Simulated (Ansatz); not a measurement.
Entries from a set of simulations; values are calculated unless marked as measured.

From PBE to G0W0: SiO2 (Stishovite). Symmetry: P4_2/mnm, No. 136, tetragonal system. The conventional cell has a = 4.177 Å, b = 4.177 Å, c = 2.665 Å, α = 90.00°, β = 90.00°, γ = 90.00°. Nearest to Si lie 6 O at 1.76 to 1.81 Å. Nearest to O lie 3 Si at 1.76 to 1.81 Å. Farther neighbours and most contacts between anions are not listed. The calculation used DFT, PBE, plane waves, PAW; PAW set soft_1 (and 1 further level or step) in Ansatz 0.2.0, with cutoff 420 eV, 6×6×8 k-mesh, smearing width 0.02 eV, PAW set soft 1 in one of its runs. The PBE gap over mesh and path is 5.643 eV, direct, at k = Γ, the G0W0@PBE gap over 8 of 50 irreducible mesh points is 8.748 eV, direct, at k = Γ and the estimated limit in bands and cutoff, on this mesh is 8.822 eV. The GW settings are 6×6×8 mesh, 782 empty bands, screening to 380 eV, hard PAW files. The known limits are finite bands, screening cutoff and k mesh; no spin-orbit coupling in G0W0. It took 2 runs, 4.8 min in all on 1 × NVIDIA H100 80GB HBM3 (shared by 3 runs) with 4 threads of AMD EPYC 7R13 (Zen 3), shared host (the runs of this entry). Over 8 of 50 irreducible mesh points the G0W0 gap is 8.748 eV, direct, at k = Γ. The PBE gap of this run on the mesh is 5.627 eV. The two states that bound the G0W0 gap lie that far apart at the start, so the correction of the gap is 8.748 − 5.627 = +3.121 eV. The valence state moves by 8.731 − 10.596 = −1.865 eV and the conduction state by 17.479 − 16.223 = +1.256 eV, on the run's own scale; with 137 bands the edge states move by −1.097 and +1.665 eV, so the split between the edges depends on the bands and cutoff. The cell and positions come from the Crystallography Open Database and are kept as given unless a step says otherwise. From 137 bands and 110 eV to 798 bands and 380 eV the gap moves by 8.748 − 8.388 = +0.360 eV (rung by rung 8.388, 8.610, 8.700, 8.748 eV); bands and screening cutoff rise together, so their parts are not told apart. A line in one over the bands through the two highest rungs gives 8.748 + (8.748 − 8.700) × 484 / (798 − 484) = 8.822 eV, and through the pair below 8.700 + (8.700 − 8.610) × 292 / (484 − 292) = 8.837 eV. The two agree within 0.03 eV and the same two states bound the gap in each rung, so 8.822 eV is taken as an estimate of the limit on this mesh.

SiO2 (Stishovite): band gap by G0W0 on HSE06. Symmetry: P4_2/mnm, No. 136, tetragonal system. Conventional cell: a = 4.177 Å, b = 4.177 Å, c = 2.665 Å, α = 90.00°, β = 90.00°, γ = 90.00°. Nearest to Si lie 6 O at 1.76 to 1.81 Å. Nearest to O lie 3 Si at 1.76 to 1.81 Å. Farther neighbours and most contacts between anions are not listed. The calculation used G0W0 on HSE06, plane waves, PAW (and 1 further level or step) in Ansatz 0.2.0, with cutoff 930 eV, 6×6×8 k-mesh, {"kind": "paw", "source": "ansatz"}, empty bands 276, screening cutoff 190 eV, screening contour deformation, QP bands (v2, c2), PAW set ansatz in one of its runs. The HSE06 gap over mesh and listed points is 7.752 eV, direct, at k = Γ, the G0W0@HSE06 gap over 8 of 50 irreducible mesh points is 9.425 eV, direct, at k = Γ and the GW settings are 6×6×8 mesh, 276 empty bands, screening to 190 eV, hard PAW files. The known limits are finite bands, screening cutoff and k mesh; no spin-orbit coupling in G0W0. It took 2 runs, 2.9 min in all on 1 × NVIDIA H100 80GB HBM3 (shared by 3 runs) with 4 threads of AMD EPYC 7R13 (Zen 3), shared host (the runs of this entry). Over 8 of 50 irreducible mesh points the G0W0 gap is 9.425 eV, direct, at k = Γ. The HSE06 gap of this run on the mesh is 7.731 eV. The two states that bound the G0W0 gap lie that far apart at the start, so the correction of the gap is 9.425 − 7.731 = +1.694 eV. The valence state moves by 8.625 − 9.213 = −0.588 eV and the conduction state by 18.050 − 16.945 = +1.105 eV, on the run's own scale; how far single levels stand from their limit in bands is not shown. In doubt: masses and optical values from hybrid runs of this build are listed as unsure (in some of the runs), which bears on the screening that GW takes from such a start. The cell and positions come from the Crystallography Open Database and are kept as given unless a step says otherwise.

```
Si O
1.0
     4.17730    0.00000    0.00000
     0.00000    4.17730    0.00000
     0.00000    0.00000    2.66520
Si O
2 4
Direct
  0.00000 0.00000 0.00000
  0.50000 0.50000 0.50000
  0.30590 0.30590 0.00000
  0.19410 0.80590 0.50000
  0.69410 0.69410 0.00000
  0.80590 0.19410 0.50000
```

[Paths, hosts, dates, memory and timing lines, banners, echoed tables and standing remarks are left out of the program output.]

[Logs are printed without paths, hosts, clocks, repeated set-up lines and the standing remarks that a program may print on its own settings, such as how far it seeks lower states.]

[Runs of the session that timed out or met a known fault of the program may be left out.]

[Cells called generated may have been cut or substituted from an entry of the Crystallography Open Database or the Materials Project.]

[Hosts, paths, dates, database ids (printed as entryN), source tags and the programs' standing remarks are cut or masked in the printed files.]
